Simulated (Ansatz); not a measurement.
# TiO2 (Imma): how G0W0 depends on its starting point

One-shot GW is not self-consistent; how far does the start matter for TiO2 (Imma)?

Calculated with Ansatz 0.2.0; G0W0 on several functionals, plane waves, PAW.

In doubt: masses and optical values from hybrid runs of this build are listed as unsure (step 4), which bears on the screening that GW takes from such a start.

## (1) The starting structure

Symmetry: Imma, No. 74, orthorhombic system. Conventional cell: a = 5.946 Å, b = 6.575 Å, c = 6.575 Å, α = 90.00°, β = 90.00°, γ = 90.00°. Ti has 6 O at 1.94 to 2.00 Å nearest. Nearest to Ti lie 6 O at 1.96 to 2.00 Å. Nearest to O lie 3 Ti at 1.94 to 2.00 Å. Nearest to O lie 3 Ti at 1.96 to 2.00 Å. Farther neighbours and most contacts between anions are not listed.

Structure file:

```cif
data_structure
_symmetry_space_group_name_H-M 'P 1'
_symmetry_Int_Tables_number 1
_cell_length_a 5.5185
_cell_length_b 5.5185
_cell_length_c 5.5185
_cell_angle_alpha 114.801
_cell_angle_beta 106.874
_cell_angle_gamma 106.874
_cell_volume 128.52
loop_
_atom_site_label
_atom_site_type_symbol
_atom_site_fract_x
_atom_site_fract_y
_atom_site_fract_z
_atom_site_occupancy
Ti1 Ti 0.50475 0.75475 0.75000 1
Ti2 Ti 0.49524 0.24524 0.25000 1
Ti3 Ti 0.00000 0.00000 0.50000 1
Ti4 Ti 0.00000 0.50000 0.00000 1
O5 O 0.30492 0.30477 0.49985 1
O6 O 0.19548 0.25038 0.94510 1
O7 O 0.30492 0.80507 0.00015 1
O8 O 0.80528 0.25038 0.55490 1
O9 O 0.19472 0.74962 0.44510 1
O10 O 0.80452 0.74962 0.05490 1
O11 O 0.69508 0.19493 0.99985 1
O12 O 0.69508 0.69523 0.50015 1
```

The cell and positions are those that the Materials Project relaxed with its own functionals (PBE, PBE+U or r2SCAN), kept fixed. This is not the form that TiO2 usually takes at ambient conditions.

## (2) G0W0 on LDA

G0W0 replaces the xc potential by the self-energy, built once from these orbitals. Only a window of levels is corrected, while the sums run over the empty bands that the input names. This step takes PAW set soft_1 files.

This step: G0W0 on LDA, plane waves, PAW; PAW set soft_1.

Contents of input.yaml:

```yaml
crystal:
  lattice:
    - [-2.97316, 3.287369, 3.287402]
    - [2.97316, -3.287369, 3.287402]
    - [2.97316, 3.287369, -3.287402]
  atoms:
    - { symbol: Ti, position: [0.504755, 0.754755, 0.75] }
    - { symbol: Ti, position: [0.495245, 0.245245, 0.25] }
    - { symbol: Ti, position: [0.0, 0.0, 0.5] }
    - { symbol: Ti, position: [0.0, 0.5, 0.0] }
    - { symbol: O, position: [0.304919, 0.30477, 0.499851] }
    - { symbol: O, position: [0.195484, 0.250383, 0.945101] }
    - { symbol: O, position: [0.304919, 0.805068, 0.000149] }
    - { symbol: O, position: [0.805282, 0.250383, 0.554899] }
    - { symbol: O, position: [0.194718, 0.749617, 0.445101] }
    - { symbol: O, position: [0.804516, 0.749617, 0.054899] }
    - { symbol: O, position: [0.695081, 0.194932, 0.999851] }
    - { symbol: O, position: [0.695081, 0.69523, 0.500149] }
kpoints:
  mp_grid: { grid: [4, 4, 4] }
hamiltonian:
  xc: lda
  pseudopotentials: { kind: paw, azcp: { folder: soft_1 }, xc_functional: pbe }
scf:
  occupations: { method: fixed }
gw:
  n_empty_bands: 291
  ecut_chi: 100
  qp_bands: [v4, c4]
  qp_kpoints: band_edges
  screening: { model: contour_deformation }
```

Command:

```sh
ansatz run input.yaml --threads 2 --pin off --max-ram 92160MiB --backend cuda --events-out ev --progress --plain --runs-dir out --devices 1 --max-vram 13GiB
```

Numbers of over 12 decimals in the logs are rounded to 6 here.

Log:

```text
GPUs: using 1 of 1 available (devices: 1).
Engine: ansatz 0.2.0, x86_64-unknown-linux-gnu
Pseudopotentials: kind: paw
Pseudopotential: Ti, paw, valence charge 12, recommended cutoff 420 eV (normal), soft_1/Ti.paw.azcp
Pseudopotential: O, paw, valence charge 6, recommended cutoff 420 eV (normal), soft_1/O.paw.azcp
Functional definition: SPW92
  exchange = slater_x
  correlation = pw_c
device memory: the entry about to start is reckoned to put 2.2 GiB on a device that reports 51.2 GiB free (of which the cap on the GPU budget leaves the run 13.0 GiB)
GPU FFT provider: cuFFT
GPU libraries: cuBLAS 13.8.2, cuFFT 12.4.0, cuSOLVER 12.3.4
Crystal: 12 atoms, lattice volume = 128.523 Å³
Basis set: ecut = 420 eV, 2497 PW (Γ)
Bands: 60, of which v1, the nominal top of the filled ones, is band 48 counted from 1 (47 counted from 0)
Symmetry: 8 space group operations
Space group: Imma (ITA 74), of the structure as read, at distance tolerance 5.0e-5 Å
k-points: 18 of 64
Non-local potential: Ti, projectors of the file, l = 0: 3, l = 1: 2, l = 2: 3, l = 3: 1
Non-local potential: O, projectors of the file, l = 0: 2, l = 1: 2, l = 2: 1
PAW form: soft (Blöchl's): semilocal exchange-correlation on the pseudo side does not see the compensation charge
PAW frozen core: Ti, regenerated for the run's functional, and the local potential with it (the file was generated under x = pbe(κ = 0.804, μ = 0.219515), c = pbe(β = 0.066725))
PAW frozen core: O, regenerated for the run's functional, and the local potential with it (the file was generated under x = pbe(κ = 0.804, μ = 0.219515), c = pbe(β = 0.066725))
PAW one-centre angular grid: Ti, 590 points (default); XC on 64 Gauss nodes
PAW one-centre angular grid: O, 110 points (default); XC on 64 Gauss nodes
Initial density: superposition of atomic densities (chi_scale 0.1, normalization cell, long waves kept (reshape's long-wave potential 0.00 eV rms))
Initial wavefunctions: pseudopotential atomic-orbital guess
GPU buffer pool allocated for 64000 grid points (all kernels)
GPU transforms: local potential and band sums: pruned to the plane-wave sphere, on 40×40×40
Functional: x = slater, c = lda
SCF iter   1: F=—  HF=-14260.882082 eV  |F-HF|=—  |Δ(HF+E_count)|=         —  Δρ=5.01e-2  dr2=2.94e0  ethr=3.10e-3  ⟨swp⟩=3.1  Hψ=3181  notcnv=0  defer=113
preconditioner: auto → Resta (q_TF=auto, 2.599 Å⁻¹)  ε∞=8.9  [insulator: Δε(μ)=1.805 eV  Ē_g=9.298 eV  n_scr=42 (ndim 8)  ℏωp=26.2 eV  f_vac=0.000  ε∞_Penn≈8.9]
SCF iter   2: F=—  HF=-14260.684251 eV  |F-HF|=—  |Δ(HF+E_count)|=   1.98e-1  Δρ=3.09e-2  dr2=9.99e-1  ethr=3.06e-3  ⟨swp⟩=3.0  Hψ=1909  notcnv=0  defer=112
SCF iter   3: F=—  HF=-14260.608751 eV  |F-HF|=—  |Δ(HF+E_count)|=   7.55e-2  Δρ=2.27e-2  dr2=6.99e-1  ethr=1.04e-3  ⟨swp⟩=2.0  Hψ=1495  notcnv=0  defer=130
SCF iter   4: F=—  HF=-14260.479971 eV  |F-HF|=—  |Δ(HF+E_count)|=   1.29e-1  Δρ=4.10e-3  dr2=2.04e-2  ethr=7.28e-4  ⟨swp⟩=2.0  Hψ=1630  notcnv=0  defer=118
SCF iter   5: F=—  HF=-14260.482254 eV  |F-HF|=—  |Δ(HF+E_count)|=   2.28e-3  Δρ=1.33e-3  dr2=2.98e-3  ethr=2.12e-5  ⟨swp⟩=2.0  Hψ=1350  notcnv=0  defer=173
SCF iter   6: F=—  HF=-14260.482177 eV  |F-HF|=—  |Δ(HF+E_count)|=   7.78e-5  Δρ=3.42e-4  dr2=1.40e-4  ethr=3.11e-6  ⟨swp⟩=2.0  Hψ=1441  notcnv=0  defer=173
SCF iter   7: F=—  HF=-14260.482203 eV  |F-HF|=—  |Δ(HF+E_count)|=   2.61e-5  Δρ=3.61e-4  dr2=1.80e-4  ethr=1.45e-7  ⟨swp⟩=2.0  Hψ=1601  notcnv=0  defer=177
SCF iter   8: F=—  HF=-14260.482174 eV  |F-HF|=—  |Δ(HF+E_count)|=   2.87e-5  Δρ=4.64e-5  dr2=2.42e-6  ethr=1.45e-7  ⟨swp⟩=2.0  Hψ=1439  notcnv=0  defer=107
SCF iter   9: F=—  HF=-14260.482174 eV  |F-HF|=—  |Δ(HF+E_count)|=   6.71e-8  Δρ=3.35e-5  dr2=1.27e-6  ethr=2.52e-9  ⟨swp⟩=2.0  Hψ=1660  notcnv=0  defer=101
SCF iter  10: F=-14260.482174 eV  HF=-14260.482174 eV  |F-HF|=2.11e-8  |Δ(HF+E_count)|=   2.46e-7  Δρ=5.45e-6  dr2=3.31e-8  ethr=1.04e-10  ⟨swp⟩=7.8  Hψ=3773  notcnv=0
SCF 1 converged in 10 iterations: F = -14260.482174 eV  dr2 = 3.31e-8
  greatest PAW one-centre occupation: 0.998 electrons in one spin orbital (limit 2), on the Ti atom at site 1 (counted from 0), in its partial waves of l = 0
device memory: the entry about to start is reckoned to put 2.7 GiB (of the 2.8 GiB reckoned in all, the device holds 0.1 GiB already) on a device that reports 45.8 GiB free (of which the cap on the GPU budget leaves the run 13.0 GiB)
NSCF: frozen V_eff on 18 k-points
the band table was solved once the SCF had ended and its energy, with any forces and stress, was formed, with the checks that follow a solve (3928 applications of the Hamiltonian). They found nothing against the state; the energy, forces and stress were not computed again (output.eigenvalues in the input reference)
device memory: the entry about to start is reckoned to put 3.1 GiB on a device that reports 45.9 GiB free (of which the cap on the GPU budget leaves the run 13.0 GiB)
NSCF: frozen V_eff on 18 k-points
G₀W₀ screening: q 1/18
[... further progress lines ...]
device memory: the entry about to start is reckoned to put 0.9 GiB on a device that reports 51.5 GiB free (of which the cap on the GPU budget leaves the run 13.0 GiB)
NSCF: frozen V_eff on 1 k-points
SCF converged after 10 iterations
Free energy (F): -14260.482174 eV
Harris-Foulkes:  -14260.482174 eV  (|F-HF|=2.11e-8)
Internal energy: -14260.482174 eV  (E = F + TS)
E sigma→0 (E₀):  -14260.482174 eV
Fermi energy:    8.240641 eV
--- Per-component energies (eV) ---
  E_band       = -848.956087
  E_kinetic    = 2442.097493
  E_local      = -6499.974173  (includes V_loc(G=0)·N_el)
  E_nonlocal   = 676.919189
  E_hartree    = 2434.257801
  E_xc         = -1022.746438
  E_vxc        = -1303.008439  (∫ρ·V_xc dr)
  E_paw        = -5175.769179  (= ΣΔE_a)
  E_vpaw       = -1033.507007  (= ΣTr[D̂ρ^β])
  E_aug_tail   = 0.006073  (compensation charges beyond the density's cutoff)
  E_ewald      = -7117.352114
  E_core_change = 2.079174  (= ΣΔE_core)
  E_smearing   = -0.000000  (= −TS)
  E_closure    = 0.000000  (closes the sum)
  Σ components = -14260.482174   (vs F -14260.482174, Δ=0.00e0)
--- Band table (eV; the first three rows and the last of 18) ---
  k-point 0: bands = [... 44 lower, 7.5749, 7.8051, 7.8067, 8.2406, 9.9999, 10.2605, 10.5525, 10.6057, ... 8 higher]
  k-point 1: bands = [... 44 lower, 7.3480, 7.3961, 7.5038, 8.0317, 10.3631, 10.4515, 10.5057, 10.6958, ... 8 higher]
  k-point 2: bands = [... 44 lower, 7.0331, 7.0331, 7.6194, 7.6194, 10.3999, 10.3999, 10.7774, 10.7774, ... 8 higher]
  k-point 17: bands = [... 44 lower, 6.9856, 6.9882, 7.1823, 7.1864, 10.0299, 10.0382, 10.6492, 10.6512, ... 8 higher]
--- G₀W₀: contour deformation, 7 samples at zero and on the imaginary axis and 2 off it, 64 q-points, 291 empty bands' worth ---
  eigenvalues of the whole cell's RPA ε∞ on this k-mesh (on a slab, of 1 + 4πα/V) = 7.5475, 7.5628, 9.0857; static W/v taken at q = 0 is 0.124315
  bands read: the sum over 339 bands ends inside a degenerate multiplet in 2 slots, whose members it reads at an even weight; the widest, k=2: bands 339 to 340 (counted from 1) at 1/2 each
  gw.qp_kpoints: band_edges: 18 of 18 stored k-points solved, in 1 pass; an edge of the gap read off the rows below is read off those points alone
    ik  band        ε_KS         Σx   Σc(E_QP)       V_xc       Z   E_QP_lin       E_QP  E_QP is
     0    45      7.5749   -26.3119     4.5693   -21.7989  0.7200     7.6312     7.6313  root
     0    46      7.8051   -25.9419     4.4760   -21.5681  0.7146     7.9070     7.9072  root
     0    47      7.8067   -25.9474     4.4785   -21.5704  0.7147     7.9080     7.9082  root
     0    48      8.2406   -25.8502     4.5988   -21.3653  0.7032     8.3543     8.3546  root
     0    49      9.9999   -13.4009    -7.0087   -22.0281  0.7156    11.6930    11.6184  root
     0    50     10.2605   -13.3261    -6.7320   -21.5849  0.7169    11.8532    11.7872  root
     0    51     10.5525   -13.6377    -7.2185   -22.4035  0.6985    12.1779    12.0999  root
     0    52     10.6057   -13.7102    -7.3680   -22.6671  0.7010    12.2768    12.1947  root
     1    45      7.3480   -25.3488     4.3288   -21.1280  0.7081     7.4558     7.4561  root
     1    46      7.3961   -25.3960     4.1804   -21.3555  0.7128     7.5356     7.5360  root
     1    47      7.5038   -25.7946     4.7630   -21.0797  0.7041     7.5518     7.5519  root
     1    48      8.0317   -25.6431     4.6601   -21.0736  0.7017     8.1222     8.1224  root
     1    49     10.3631   -13.8664    -6.9161   -22.3659  0.7099    12.0215    11.9465  root
     1    50     10.4515   -13.5921    -6.8963   -21.9948  0.7051    12.0268    11.9577  root
     1    51     10.5057   -13.6043    -7.1992   -22.3635  0.7019    12.1432    12.0658  root
     1    52     10.6958   -13.9073    -6.9063   -22.3270  0.7024    12.2839    12.2092  root
     2    45      7.0331   -25.1656     4.4942   -20.7507  0.6997     7.1123     7.1125  root
     2    46      7.0331   -25.1656     4.4942   -20.7507  0.6997     7.1123     7.1125  root
     2    47      7.6194   -25.4840     4.7086   -20.8407  0.6999     7.6846     7.6848  root
     2    48      7.6194   -25.4840     4.7086   -20.8407  0.6999     7.6846     7.6848  root
     2    49     10.3999   -13.5579    -6.9870   -22.0795  0.7059    12.0058    11.9346  root
     2    50     10.3999   -13.5579    -6.9870   -22.0795  0.7059    12.0058    11.9346  root
     2    51     10.7774   -14.0062    -7.3064   -22.9153  0.7001    12.4677    12.3801  root
     2    52     10.7774   -14.0062    -7.3064   -22.9153  0.7001    12.4677    12.3801  root
[...]
17    45      6.9856   -26.1174     4.7942   -21.3151  0.7129     6.9775     6.9775  root
    17    46      6.9882   -26.1190     4.7953   -21.3161  0.7128     6.9805     6.9805  root
    17    47      7.1823   -25.8631     4.5841   -21.3278  0.7147     7.2311     7.2312  root
    17    48      7.1864   -25.8675     4.5873   -21.3288  0.7148     7.2349     7.2349  root
    17    49     10.0299   -13.5427    -6.8610   -22.0065  0.7175    11.7042    11.6327  root
    17    50     10.0382   -13.5482    -6.8585   -22.0105  0.7176    11.7135    11.6420  root
    17    51     10.6492   -13.7198    -7.5564   -22.9007  0.7000    12.3617    12.2737  root
    17    52     10.6512   -13.7249    -7.5461   -22.8944  0.7001    12.3624    12.2746  root
```

It took 49 s on 1 × NVIDIA H100 80GB HBM3 (shared by 6 runs) with 2 threads of AMD EPYC 7R13 (Zen 3), shared host; peak memory 1.7 GiB.

The column dr2 measures how far the density is from self-consistency, as an energy; F and HF (Harris–Foulkes) agree once it is small.

Numbers from this step:

| Quantity | Value |
| --- | --- |
| bands summed | 339 |
| RPA ε∞ on this mesh (eigenvalues) | 7.548, 7.563, 9.086 |
| plane waves in the screening matrix | 297 |
| q-points in the mesh | 64 |
| G0W0 gap on the mesh | 3.212 eV |
| k of the valence top | 0, 0, 0 |
| k of the conduction bottom | 0, -0.5, -0.5 |
| starting gap on the mesh | 1.759 eV |
| Z at the valence top | 0.7032 |
| Z at the conduction bottom | 0.7149 |
| least direct G0W0 gap on the computed points | 3.264 eV |

The gap on the mesh goes from 1.76 eV to 3.21 eV, a correction of +1.45 eV, though a band edge has moved to another state.

## (3) G0W0 on r2SCAN

One-shot GW remembers its start. Another functional's orbitals and levels show by how much.

This step: G0W0 on r2SCAN, plane waves, PAW; PAW set soft_1.

input.yaml: that of step 2 with these lines changed.

```diff
@@ -21,4 +21,4 @@
 hamiltonian:
-  xc: lda
-  pseudopotentials: { kind: paw, azcp: { folder: soft_1 }, xc_functional: pbe }
+  xc: r2scan
+  pseudopotentials: { kind: paw, azcp: { folder: soft_1 } }
 scf:
```

Log:

```text
GPUs: using 1 of 1 available (devices: 1).
[...]
GPU FFT provider: cuFFT
GPU libraries: cuBLAS 13.8.2, cuFFT 12.4.0, cuSOLVER 12.3.4
Crystal: 12 atoms, lattice volume = 128.523 Å³
Basis set: ecut = 500 eV, 3215 PW (Γ), exchange–correlation on 180×180×180 points (64 copies of the dense FFT grid, shifted against one another)
Bands: 60, of which v1, the nominal top of the filled ones, is band 48 counted from 1 (47 counted from 0)
Symmetry: 8 space group operations
[...]
k-points: 18 of 64
[...]
GPU buffer pool allocated for 91125 grid points (all kernels)
[...]
SCF iter   1: F=—  HF=-14584.816794 eV  |F-HF|=—  |Δ(HF+E_count)|=         —  Δρ=7.79e-2  dr2=7.97e0  dr2_τ=1.34e0  ethr=3.10e-3  ⟨swp⟩=3.5  Hψ=3219  notcnv=0  defer=124
[...]
SCF iter  10: F=-14585.072682 eV  HF=-14585.072682 eV  |F-HF|=3.54e-8  |Δ(HF+E_count)|=   9.97e-9  Δρ=6.43e-6  dr2=4.81e-8  dr2_τ=5.12e-9  ethr=1.04e-10  ⟨swp⟩=9.2  Hψ=3607  notcnv=0
SCF 1 converged in 10 iterations: F = -14585.072682 eV  dr2 = 4.81e-8
[...]
NSCF: frozen V_eff on 18 k-points
[...]
G₀W₀ screening: q 1/18
[... further progress lines ...]
[...]
SCF converged after 10 iterations
Free energy (F): -14585.072682 eV
[...]
Internal energy: -14585.072682 eV  (E = F + TS)
E sigma→0 (E₀):  -14585.072682 eV
Fermi energy:    8.286092 eV
[...]
--- Band table (eV; the first three rows and the last of 18) ---
  k-point 0: bands = [... 44 lower, 7.5857, 7.8244, 7.8259, 8.2861, 10.4548, 10.7603, 10.9912, 11.0471, ... 8 higher]
  k-point 1: bands = [... 44 lower, 7.3735, 7.4336, 7.5164, 8.0720, 10.8123, 10.9016, 10.9492, 11.1688, ... 8 higher]
  k-point 2: bands = [... 44 lower, 7.0623, 7.0623, 7.6452, 7.6452, 10.8494, 10.8494, 11.2212, 11.2212, ... 8 higher]
  k-point 17: bands = [... 44 lower, 6.9676, 6.9701, 7.1966, 7.2007, 10.4852, 10.4933, 11.0896, 11.0917, ... 8 higher]
[...]
0    45      7.5857   -26.1426     4.6825   -21.6456  0.7219     7.7706     7.7713  root
     0    46      7.8244   -26.1000     4.4714   -21.8842  0.7280     8.0789     8.0800  root
     0    47      7.8259   -26.1047     4.4728   -21.8873  0.7282     8.0802     8.0813  root
     0    48      8.2861   -26.0949     4.6605   -21.6758  0.7174     8.5265     8.5275  root
     0    49     10.4548   -13.2654    -6.8143   -21.3153  0.7251    11.7250    11.6904  root
     0    50     10.7603   -13.2467    -6.5716   -20.9887  0.7261    11.9620    11.9306  root
     0    51     10.9912   -13.4585    -7.0713   -21.7304  0.7084    12.2291    12.1918  root
     0    52     11.0471   -13.5664    -7.1537   -21.9412  0.7107    12.3064    12.2681  root
[...]
17    49     10.4852   -13.4266    -6.6693   -21.3277  0.7273    11.7507    11.7170  root
    17    50     10.4933   -13.4327    -6.6664   -21.3323  0.7274    11.7602    11.7264  root
    17    51     11.0896   -13.5913    -7.3096   -22.1484  0.7098    12.3776    12.3371  root
    17    52     11.0917   -13.5958    -7.3000   -22.1427  0.7099    12.3790    12.3386  root
```

Run time: 43 s. Hardware: 1 × NVIDIA H100 80GB HBM3 (shared by 6 runs) with 2 threads; peak memory 2 GiB.

Numbers from this step:

```
bands summed                                 : 339
RPA ε∞ on this mesh (eigenvalues)            : 6.358, 6.369, 7.595
plane waves in the screening matrix          : 297
q-points in the mesh                         : 64
G0W0 gap on the mesh                         : 3.126 eV
k of the valence top                         : 0, 0, 0
k of the conduction bottom                   : 0, -0.5, -0.5
starting gap on the mesh                     : 2.169 eV
Z at the valence top                         : 0.7174
Z at the conduction bottom                   : 0.7231
least direct G0W0 gap on the computed points : 3.163 eV
```

Against the run with 4×4×4 mesh, 291 empty bands, screening to 100 eV, PAW set soft_1 files on LDA, the gap moves by −0.09 eV, while the start moved by +0.41 eV.

## (4) G0W0 on HSE06

This step: G0W0 on HSE06, plane waves, PAW; PAW set soft_1.

input.yaml: that of step 3 with these lines changed.

```diff
@@ -21,3 +21,3 @@
 hamiltonian:
-  xc: r2scan
+  xc: hse06
   pseudopotentials: { kind: paw, azcp: { folder: soft_1 } }
```

Log:

```text
GPUs: using 1 of 1 available (devices: 1).
[...]
davidson cushion auto → on  (no smearing: the cushion is to keep the highest requested band from converging to the state above it; pin scf.eigensolver.cushion to override)
[...]
GPU FFT provider: cuFFT
GPU libraries: cuBLAS 13.8.2, cuFFT 12.4.0, cuSOLVER 12.3.4
Crystal: 12 atoms, lattice volume = 128.523 Å³
Basis set: ecut = 420 eV, 2497 PW (Γ)
[...]
0    51     11.5936   -12.9282    -6.6205   -20.2855  0.7460    12.3394    12.3304  root
     0    52     11.6378   -13.0944    -6.6291   -20.4838  0.7484    12.4076    12.3981  root
[...]
17    49     10.9998   -12.9957    -6.1799   -19.9765  0.7632    11.8098    11.8007  root
    17    50     11.0079   -13.0020    -6.1774   -19.9818  0.7633    11.8194    11.8103  root
    17    51     11.6911   -13.1658    -6.7573   -20.7041  0.7475    12.4820    12.4720  root
    17    52     11.6924   -13.1687    -6.7497   -20.6990  0.7476    12.4831    12.4731  root
[key lines of the parts left out:]
Free energy (F): -14551.513280 eV
Fermi energy:    7.669012 eV
```

It took 2 min on 1 × NVIDIA H100 80GB HBM3 (shared by 6 runs) with 2 threads; peak memory 2.4 GiB.

Numbers from this step:

* bands summed: 339
* RPA ε∞ on this mesh (eigenvalues): 4.984, 4.989, 5.859
* plane waves in the screening matrix: 297
* G0W0 gap on the mesh: 3.500 eV
* k of the valence top: 0, 0, 0
* k of the conduction bottom: 0, -0.5, -0.5
* starting gap on the mesh: 3.318 eV
* least direct G0W0 gap on the computed points: 3.535 eV

Against the run with 4×4×4 mesh, 291 empty bands, screening to 100 eV, PAW set soft_1 files on r2SCAN, the gap moves by +0.37 eV, while the start moved by +1.15 eV.

(Continued in part 2 of 2.)

[Paths, hosts, dates, memory and timing lines, banners, echoed tables and standing remarks are left out of the program output.]

[Logs are printed without paths, hosts, clocks, repeated set-up lines and the standing remarks that a program may print on its own settings, such as how far it seeks lower states.]

[Runs of the session that timed out or met a known fault of the program may be left out.]

[Cells called generated may have been cut or substituted from an entry of the Crystallography Open Database or the Materials Project.]

[Hosts, paths, dates, database ids (printed as entryN), source tags and the programs' standing remarks are cut or masked in the printed files.]
